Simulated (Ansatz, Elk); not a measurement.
## Bonding as seen by X-rays: Zn3Mo

The structure of Zn3Mo used here is made up (a known structure type with other elements) and was relaxed beforehand with r2SCAN. The aim is the Fourier transform of its all-electron density, F(hkl), set beside the sum over free spherical atoms that refinements use.

Calculated with Elk 11.2.3 (patched build); DFT, PBE, all-electron APW+lo, Dirac cores, scalar-relativistic bands, static density, no spin.

The structure was built from a prototype and need not be the compound's stable phase.

**1. Set-up**

The structure is cubic, space group Pm-3m (No. 221). Conventional cell: a = 3.825 Å, b = 3.825 Å, c = 3.825 Å, α = 90.00°, β = 90.00°, γ = 90.00°. Mo has 12 Zn at 2.70 Å nearest. Zn has 4 Mo at 2.70 Å and 8 Zn at 2.70 Å nearest. Farther neighbours are not listed.

Coordinates:

```cif
data_structure
_symmetry_space_group_name_H-M 'Pm-3m'
_symmetry_Int_Tables_number 221
_cell_length_a 3.8254
_cell_length_b 3.8254
_cell_length_c 3.8254
_cell_angle_alpha 90.000
_cell_angle_beta 90.000
_cell_angle_gamma 90.000
_cell_volume 55.98
loop_
_atom_site_label
_atom_site_type_symbol
_atom_site_symmetry_multiplicity
_atom_site_Wyckoff_symbol
_atom_site_fract_x
_atom_site_fract_y
_atom_site_fract_z
_atom_site_occupancy
Mo1 Mo 1 a 0.00000 0.00000 0.00000 1
Zn1 Zn 3 c 0.50000 0.50000 0.00000 1
```

**2. Ground state and structure factors**

An all-electron density is needed, since X-rays see the cores too. Task 0 finds the density and task 195 Fourier-transforms it; tshift is off so that phases refer to the origin typed.

File elk.in:

```
tasks
  0
  195

xctype
  20

spinpol
  .false.

rgkmax
  7.0

gmaxvr
  14.0

lmaxo
  7

lmaxapw
  8

swidth
  0.002

tshift
  .false.

ramdisk
  .false.

hmaxvr
  5.5

maxscl
  120

epspot
  1e-06

sppath
  './'

avec
  7.22897876079 -0.00000000000 0.00000000000
  -0.00000000000 7.22897876079 -0.00000000000
  0.00000000000 -0.00000000000 7.22897876079

atoms
  2
  'Mo.in'
  1
  -0.0000000000 0.0000000000 0.0000000000   0.000000 0.000000 0.000000
  'Zn.in'
  3
  0.5000000000 0.5000000000 -0.0000000000   0.000000 0.000000 0.000000
  0.5000000000 -0.0000000000 0.5000000000   0.000000 0.000000 0.000000
  -0.0000000000 0.5000000000 0.5000000000   0.000000 0.000000 0.000000

ngridk
  6 6 6
```

Started as:

```bash
> OMP_NUM_THREADS=4 elk
```

Numbers of over 12 decimals in the logs are rounded to 6 here.

Output:

```text
┌─────────────────────────┐
│ Elk code version 11.2.3 │
└─────────────────────────┘

All units are atomic (Hartree, Bohr, etc.)

┌─────────────────────────────────────────────────┐
│ Ground-state run starting from atomic densities │
└─────────────────────────────────────────────────┘

Lattice vectors :
   7.228978761      -0.000000000       0.000000000
  -0.000000000       7.228978761      -0.000000000
   0.000000000      -0.000000000       7.228978761

Reciprocal lattice vectors :
  0.8691663809       0.000000000       0.000000000
   0.000000000      0.8691663809       0.000000000
   0.000000000       0.000000000      0.8691663809

Unit cell volume      :    377.7729402
Brillouin zone volume :   0.6566119143

Muffin-tin inner radius fraction :   0.1000000000E-01

Nuclei treated as point charges

Species : 1 (Mo)
 parameters loaded from : Mo.in
 name : molybdenum
 nuclear charge    :   -42.00000000
 electronic charge :    42.00000000
 atomic mass :    174887.9214
 muffin-tin radius :    2.600000000
 number of radial points in muffin-tin :   1193
 inner part over the whole radius :   0.9897744308E-02
 number on inner part of muffin-tin    :    848
 approximate nuclear radius :   0.8334154960E-04
 number of mesh points to nuclear radius :    419
 atomic positions (lattice), magnetic fields (Cartesian) :
  1 :   0.00000000  0.00000000  0.00000000    0.00000000  0.00000000  0.00000000

Species : 2 (Zn)
 parameters loaded from : Zn.in
 name : zinc
 nuclear charge    :   -30.00000000
 electronic charge :    30.00000000
 atomic mass :    119233.3130
 muffin-tin radius :    2.400000000
 number of radial points in muffin-tin :    993
 inner part over the whole radius :   0.9843840322E-02
 number on inner part of muffin-tin    :    701
 approximate nuclear radius :   0.7484757725E-04
 number of mesh points to nuclear radius :    337
 atomic positions (lattice), magnetic fields (Cartesian) :
  1 :   0.50000000  0.50000000  0.00000000    0.00000000  0.00000000  0.00000000
  2 :   0.50000000  0.00000000  0.50000000    0.00000000  0.00000000  0.00000000
  3 :   0.00000000  0.50000000  0.50000000    0.00000000  0.00000000  0.00000000

Total number of atoms per unit cell :    4
Total muffin-tin volume :    247.3396840
 ratio of muffin-tin to unit cell volume :   0.6547310770

Spin treatment :
 spin-unpolarised

Number of Bravais lattice symmetries :   48
Number of crystal symmetries         :   48
Crystal has inversion symmetry
Real symmetric eigensolver will be used

k-point grid :      6     6     6
k-point offset :    0.000000000       0.000000000       0.000000000
k-point set is reduced with full crystal symmetry group
Total number of k-points :       20

Muffin-tin radius times maximum |G+k| :    7.000000000
 using average radius
Maximum |G+k| for APW functions       :    2.857142857
Maximum (1/2)|G+k|²                   :    4.081632653
Maximum |G| for potential and density :    14.00000000
Constant for pseudocharge density :    9
 order of it for each species :   16  16
 order of it for pair densities of each species (exact exchange by exxq0 0: 17) :   11   9
Radial integration step length :    1

G-vector grid sizes :     35    35    35
Number of G-vectors :    17461

Maximum angular momentum used for
 APW functions            :    8
 outer part of muffin-tin :    7
 inner part of muffin-tin :    2

Total nuclear charge    :   -132.0000000
Total core charge       :    64.00000000
Total valence charge    :    68.00000000
Total excess charge     :    0.000000000
Total electronic charge :    132.0000000

Effective Wigner radius, rₛ :   0.8807569968

Number of empty states         :     16
Total number of valence states :     51
Total number of core states    :     64

Third-order local-orbitals added for an l without core states : T
Total number of local-orbitals :     84

Exchange-correlation functional :     20     0     0
 Perdew-Burke-Ernzerhof, Phys. Rev. Lett. 77, 3865 (1996)
 gradient requirement :    1
[...]
Madelung                    :     -11405.017385343
 xc potential                :     -432.58503166637
 exchange                    :     -331.49947289365
 correlation                 :     -6.584282
 electron entropic           :    -0.33816745319738E-03
 total energy                :     -9438.6444546662

Density of states at Fermi energy :    24.62872505
 (states/Hartree/unit cell)

Estimated indirect band gap :   0.5840778881E-02
 from k-point 7 to k-point 5
Estimated direct band gap   :   0.2210124639E-01
 at k-point 6

Charges :
 core                        :    64.00000000
 valence                     :    68.00000000
 interstitial                :    4.413821246
 muffin-tins (core leakage)
  species : 1 (Mo)
   atom 1                    :    40.26525745     ( -0.5858897367E-08)
  species : 2 (Zn)
   atom 1                    :    29.10697377     (  0.8688378138E-04)
[...]
total in muffin-tins        :    127.5861788
 total calculated charge     :    131.9988511
 total charge                :    132.0000000
 error                       :   0.1148878547E-02

RMS change in Kohn-Sham potential (target) :   0.1594917852     (  0.1000000000E-05)
Absolute change in total energy (target)   :   0.1663602211     (  0.1000000000E-03)

[... loops 3 to 14 left out ...]

┌──────────────────┐
│ Loop number : 15 │
└──────────────────┘

Energies :
 Fermi                       :     0.311964
 sum of occupied eigenvalues :     -5487.5021575549
 electron kinetic            :      9685.6682058081
 core electron kinetic       :      8949.1049771007
 Coulomb                     :     -18784.592201046
 Coulomb potential           :     -14732.030030179
 nuclear-nuclear             :     -1398.2040663177
 electron-nuclear            :     -20085.944472239
 Hartree                     :      2699.5563375107
 Madelung                    :     -11418.577185957
 xc potential                :     -441.14033318439
 exchange                    :     -332.41053538266
 correlation                 :     -6.586783
 electron entropic           :    -0.41180669910543E-03
 total energy                :     -9437.9217255410

Density of states at Fermi energy :    31.75389052
 (states/Hartree/unit cell)

Estimated indirect band gap :   0.8928779864E-03
 from k-point 5 to k-point 1
Estimated direct band gap   :   0.1845393352E-01
 at k-point 2

Charges :
 core                        :    64.00000000
 valence                     :    68.00000000
 interstitial                :    4.100100352
 muffin-tins (core leakage)
  species : 1 (Mo)
[...]
species : 2 (Zn)
[...]
total in muffin-tins        :    127.8998996
 total calculated charge     :    131.9988698
 total charge                :    132.0000000
 error                       :   0.1130175883E-02

RMS change in Kohn-Sham potential (target) :   0.2504450170E-06 (  0.1000000000E-05)
Absolute change in total energy (target)   :   0.4180066207E-04 (  0.1000000000E-03)

Convergence targets achieved

┌──────────────────┐
│ Loop number : 16 │
└──────────────────┘

Energies :
 Fermi                       :     0.311964
 sum of occupied eigenvalues :     -5487.5021609805
 electron kinetic            :      9685.6682071594
 core electron kinetic       :      8949.1049796010
 Coulomb                     :     -18784.592204003
 Coulomb potential           :     -14732.030033025
 nuclear-nuclear             :     -1398.2040663177
 electron-nuclear            :     -20085.944476296
 Hartree                     :      2699.5563386105
 Madelung                    :     -11418.577187491
 xc potential                :     -441.14033511471
 exchange                    :     -332.41053541522
 correlation                 :     -6.586783
 electron entropic           :    -0.41180650830359E-03
 total energy                :     -9437.9217271677

Density of states at Fermi energy :    31.75387392
 (states/Hartree/unit cell)

Estimated indirect band gap :   0.8929032784E-03
 from k-point 5 to k-point 1
Estimated direct band gap   :   0.1845392302E-01
 at k-point 2

Charges :
 core                        :    64.00000000
 valence                     :    68.00000000
 interstitial                :    4.100100139
 muffin-tins (core leakage)
  species : 1 (Mo)
[...]
species : 2 (Zn)
   atom 1                    :    29.13202885     (  0.8181843807E-04)
   atom 2                    :    29.13202885     (  0.8181843807E-04)
   atom 3                    :    29.13202885     (  0.8181843807E-04)
 total in muffin-tins        :    127.8998999
 total calculated charge     :    131.9988698
 total charge                :    132.0000000
 error                       :   0.1130176125E-02

┌──────────────────────────────┐
│ Self-consistent loop stopped │
└──────────────────────────────┘

Wrote STATE.OUT
```

Run time: 18 s. Hardware: 4 threads of Arm Neoverse V1, shared host; peak memory 0.18 GiB; 49 s of CPU time.

SFACRHO.OUT:

```text

h k l indices transformed by vhmat matrix:
   1.000000000       0.000000000       0.000000000    
   0.000000000       1.000000000       0.000000000    
   0.000000000       0.000000000       1.000000000    

      h      k      l  multipl.   |H|            Re(F)            Im(F)           |F|

      0      0      0      1   0.0000000       132.00000     -0.44776948E-17   132.00000    
     -1      0      0      6  0.86916638       10.178532     -0.62143292E-14   10.178532    
      1     -1      0     12   1.2291869       9.0061645      0.46502160E-14   9.0061645    
     -1     -1     -1      8   1.5054403       100.95547      0.16896489E-13   100.95547    
      0      0     -2      6   1.7383328       95.448856      0.10652810E-13   95.448856    
     -1     -2      0     24   1.9435151       7.8726216     -0.51225749E-14   7.8726216    
      1     -2      1     24   2.1290141       7.7385225     -0.98025683E-14   7.7385225    
      0      2     -2     12   2.4583738       80.634160     -0.70229193E-14   80.634160    
      0     -3      0      6   2.6074991       7.2174698     -0.12872770E-13   7.2174698    
     -1      2     -2     24   2.6074991       7.4460973     -0.11078910E-13   7.4460973    
      3      1      0     24   2.7485454       7.2547517     -0.29289140E-17   7.2547517    
      1     -3      1     24   2.8826988       72.733899      0.39939440E-14   72.733899    
     -2      2      2      8   3.0108807       70.661846     -0.77477469E-14   70.661846    
     -3      2      0     24   3.1338240       7.2655262     -0.11247696E-13   7.2655262    
     -3      1      2     48   3.2521228       7.3041466      0.70060098E-15   7.3041466    
      0     -4      0      6   3.4766655       63.123824      0.13693638E-13   63.123824    
      2     -2     -3     24   3.5836648       7.3533243     -0.47486909E-14   7.3533243    
      4     -1      0     24   3.5836648       7.2209381     -0.33160628E-14   7.2209381
```

Elk indexes on the primitive cell of elk.in and gives |H| = 4π sin θ/λ in inverse bohr. Below, one row stands for each form hkl of the conventional cell (m members, Friedel mates merged), F is for one primitive cell and the density is static (no thermal factor). Free-atom factors are Waasmaier and Kirfel's, and R is Σm||F|−|F'||/Σm|F|.

```csv
hkl,m,sin θ/λ (Å⁻¹),"abs F, DFT",neutral atoms,diff.
100,6,0.131,10.178,10.136,+0.043
110,12,0.185,9.006,9.145,-0.139
111,8,0.226,100.956,101.826,-0.870
200,6,0.261,95.449,96.400,-0.951
210,24,0.292,7.873,7.753,+0.120
211,24,0.320,7.739,7.526,+0.212
220,12,0.370,80.634,80.776,-0.142
300,6,0.392,7.218,7.200,+0.017
221,24,0.392,7.446,7.200,+0.246
310,24,0.413,7.255,7.168,+0.087
311,24,0.433,72.734,72.751,-0.017
222,8,0.453,70.662,70.528,+0.134
320,24,0.471,7.266,7.181,+0.085
321,48,0.489,7.304,7.205,+0.099
```

**3. The highest occupied states alone**

An energy window below the Fermi level keeps the highest occupied states, to see at which angles they scatter; shallow core shells can lie inside it and anion s states outside. No new self-consistency is needed.

elk.in, as its differences from that of step 2:

```diff
@@ -1,3 +1,2 @@
 tasks
-  0
   195
@@ -40,2 +39,5 @@
 
+wsfac
+  -0.129030 0.611960
+
 sppath
```

Started as:

```bash
> OMP_NUM_THREADS=4 elk
```

Output:

```text
┌─────────────────────────────────┐
│ Elk code version 11.2.3 started │
└─────────────────────────────────┘

Info(readinput): the functional depends on the density's gradient
 muffin-tin radial points multiplied by    2.00000
 (not where nrmtscf is given)

┌────────────────────┐
│ Current task : 195 │
└────────────────────┘

Info(sfacrho): density structure factors written to SFACRHO.OUT

 Energy window :  -0.1290300000      0.6119600000

┌──────────────────┐
│ Elk code stopped │
└──────────────────┘
```

Wall time 6.3 s (4 threads); peak memory 0.18 GiB; 8.6 s of CPU time.

States within 12 eV below the Fermi level hold 42.00 electrons; any levels below the window count with the cores. Their amplitudes can exceed the total, where window and core parts have opposite phase:

| hkl | sin θ/λ (Å⁻¹) | abs F, window | abs F, all |
| --- | --- | --- | --- |
| 100 | 0.131 | 6.416 | 10.178 |
| 110 | 0.185 | 6.437 | 9.006 |
| 111 | 0.226 | 21.399 | 100.956 |
| 200 | 0.261 | 18.700 | 95.449 |
| 210 | 0.292 | 5.158 | 7.873 |
| 211 | 0.320 | 4.731 | 7.739 |
| 220 | 0.370 | 12.850 | 80.634 |
| 300 | 0.392 | 4.006 | 7.218 |
| 221 | 0.392 | 3.779 | 7.446 |
| 310 | 0.413 | 3.660 | 7.255 |

**4. Another functional**

The difference from free atoms is small, so it is set against the change that PBEsol makes.

elk.in, as its differences from that of step 3:

```diff
@@ -1,2 +1,3 @@
 tasks
+  0
   195
@@ -4,3 +5,3 @@
 xctype
-  20
+  22
 
@@ -39,5 +40,2 @@
 
-wsfac
-  -0.129030 0.611960
-
 sppath
```

Started as:

```bash
> OMP_NUM_THREADS=4 elk
```

Output:

```text
┌─────────────────────────┐
│ Elk code version 11.2.3 │
└─────────────────────────┘

All units are atomic (Hartree, Bohr, etc.)

┌─────────────────────────────────────────────────┐
│ Ground-state run starting from atomic densities │
└─────────────────────────────────────────────────┘

Lattice vectors :
   7.228978761      -0.000000000       0.000000000
  -0.000000000       7.228978761      -0.000000000
   0.000000000      -0.000000000       7.228978761

Reciprocal lattice vectors :
  0.8691663809       0.000000000       0.000000000
[...]
valence                     :    68.00000000
 interstitial                :    4.101649344
 muffin-tins (core leakage)
  species : 1 (Mo)
[...]
species : 2 (Zn)
[...]
atom 2                    :    29.13395014     (  0.8352609698E-04)
   atom 3                    :    29.13395014     (  0.8352609698E-04)
 total in muffin-tins        :    127.8983507
 total calculated charge     :    131.9988488
 total charge                :    132.0000000
 error                       :   0.1151169960E-02

┌──────────────────────────────┐
│ Self-consistent loop stopped │
└──────────────────────────────┘

Wrote STATE.OUT
[key lines of the parts left out:]
total energy                :     -9431.5712121331
```

It took 18 s on 4 threads; peak memory 0.18 GiB; 49 s of CPU time.

Against the first run R = 0.03 %; the largest change is -0.030 at 220.

**5. A coarser k-mesh**

About half the k-points along each axis test the sampling.

elk.in, as its differences from that of step 4:

```diff
@@ -5,3 +5,3 @@
 xctype
-  22
+  20
 
@@ -60,2 +60,2 @@
 ngridk
-  6 6 6
+  3 3 3
```

Started as:

```bash
> OMP_NUM_THREADS=4 elk
```

Output:

```text
┌─────────────────────────┐
│ Elk code version 11.2.3 │
└─────────────────────────┘

All units are atomic (Hartree, Bohr, etc.)

┌─────────────────────────────────────────────────┐
│ Ground-state run starting from atomic densities │
└─────────────────────────────────────────────────┘

Lattice vectors :
   7.228978761      -0.000000000       0.000000000
  -0.000000000       7.228978761      -0.000000000
   0.000000000      -0.000000000       7.228978761

Reciprocal lattice vectors :
  0.8691663809       0.000000000       0.000000000
[...]
valence                     :    68.00000000
 interstitial                :    4.109914649
 muffin-tins (core leakage)
  species : 1 (Mo)
[...]
species : 2 (Zn)
[...]
atom 2                    :    29.13006614     (  0.8168378102E-04)
   atom 3                    :    29.13006614     (  0.8168378102E-04)
 total in muffin-tins        :    127.8900854
 total calculated charge     :    131.9989591
 total charge                :    132.0000000
 error                       :   0.1040892211E-02

┌──────────────────────────────┐
│ Self-consistent loop stopped │
└──────────────────────────────┘

Wrote STATE.OUT
[key lines of the parts left out:]
total energy                :     -9437.9122539084
```

Elapsed: 11 s, on 4 threads; peak memory 0.18 GiB.

Against the first run R = 0.05 %; the largest change is +0.049 at 300.

**6. Basis size**

A smaller basis shows how fast F responds to it; the change is likely larger than the basis error of the first run, but doesn't show convergence.

elk.in, as its differences from that of step 5:

```diff
@@ -11,3 +11,3 @@
 rgkmax
-  7.0
+  5.5
 
@@ -60,2 +60,2 @@
 ngridk
-  3 3 3
+  6 6 6
```

Started as:

```bash
> OMP_NUM_THREADS=4 elk
```

Output:

```text
┌─────────────────────────┐
│ Elk code version 11.2.3 │
└─────────────────────────┘

All units are atomic (Hartree, Bohr, etc.)

┌─────────────────────────────────────────────────┐
│ Ground-state run starting from atomic densities │
└─────────────────────────────────────────────────┘

Lattice vectors :
   7.228978761      -0.000000000       0.000000000
  -0.000000000       7.228978761      -0.000000000
   0.000000000      -0.000000000       7.228978761

Reciprocal lattice vectors :
  0.8691663809       0.000000000       0.000000000
[...]
valence                     :    68.00000000
 interstitial                :    4.234564270
 muffin-tins (core leakage)
  species : 1 (Mo)
[...]
species : 2 (Zn)
[...]
atom 2                    :    29.10422377     (  0.8224458801E-04)
   atom 3                    :    29.10422377     (  0.8224458801E-04)
 total in muffin-tins        :    127.7654357
 total calculated charge     :    132.0001670
 total charge                :    132.0000000
 error                       :   0.1669719429E-03

┌──────────────────────────────┐
│ Self-consistent loop stopped │
└──────────────────────────────┘

Wrote STATE.OUT
[key lines of the parts left out:]
total energy                :     -9437.7802914735
```

The job ended after 17 s (4 threads; peak memory 0.18 GiB).

Against the first run R = 0.03 %; the largest change is +0.104 at 220.

**7. Settings against the effect**

| run | R against the first run (%) | R against neutral atoms, low angle (%) | wall time |
| --- | --- | --- | --- |
| PBE, rgkmax 7 | 0.00 | 1.00 | 18 s |
| PBEsol | 0.03 | 1.03 | 18 s |
| k-mesh 3×3×3 | 0.05 | 1.02 | 11 s |
| rgkmax 5.5 | 0.03 | 1.01 | 17 s |

**8. What came out**

```yaml
r_against_neutral_atoms_sin_theta_lambda_0p3_a_minus1: 1.00 %
r_against_neutral_atoms_0p3_to_0p83_a_minus1: 0.46 %
```

**Reading.** Independent neutral atoms miss the calculated amplitudes by R = 1.00 % below 0.3 Å⁻¹ and 0.46 % from there to 0.83 Å⁻¹; by shells, 0.42 % below 0.15 Å⁻¹ (1 form), 1.03 % 0.15 to 0.3 (4 forms), 0.46 % 0.3 to 0.45 (6 forms), 0.45 % above 0.45 (34 forms). Bonding, aspherical density and the tables' own atoms all enter these figures, and the runs don't part them. The largest change of an amplitude is -0.95 electrons, at 200. The window's part falls from 42.0 electrons at the origin to at most 9.38 between 0.45 and 0.83 Å⁻¹, where compact states inside the window still scatter. Below 0.3 Å⁻¹ the changes that finished (PBEsol, k-mesh 3×3×3 and rgkmax 5.5) move F by R = 0.04 % at most, against the 1.00 % that separates it from free atoms. These runs have no spin, though d or f shells may be open. Part of the difference isn't bonding: the tables are fits to free atoms and ions calculated by other methods than this functional. Thermal motion, anomalous dispersion and extinction are left out.

[Logs are printed without paths, hosts, clocks, repeated set-up lines and the standing remarks that a program may print on its own settings, such as how far it seeks lower states.]

[Hosts, paths, dates, database ids (printed as entryN), source tags and the programs' standing remarks are cut or masked in the printed files.]
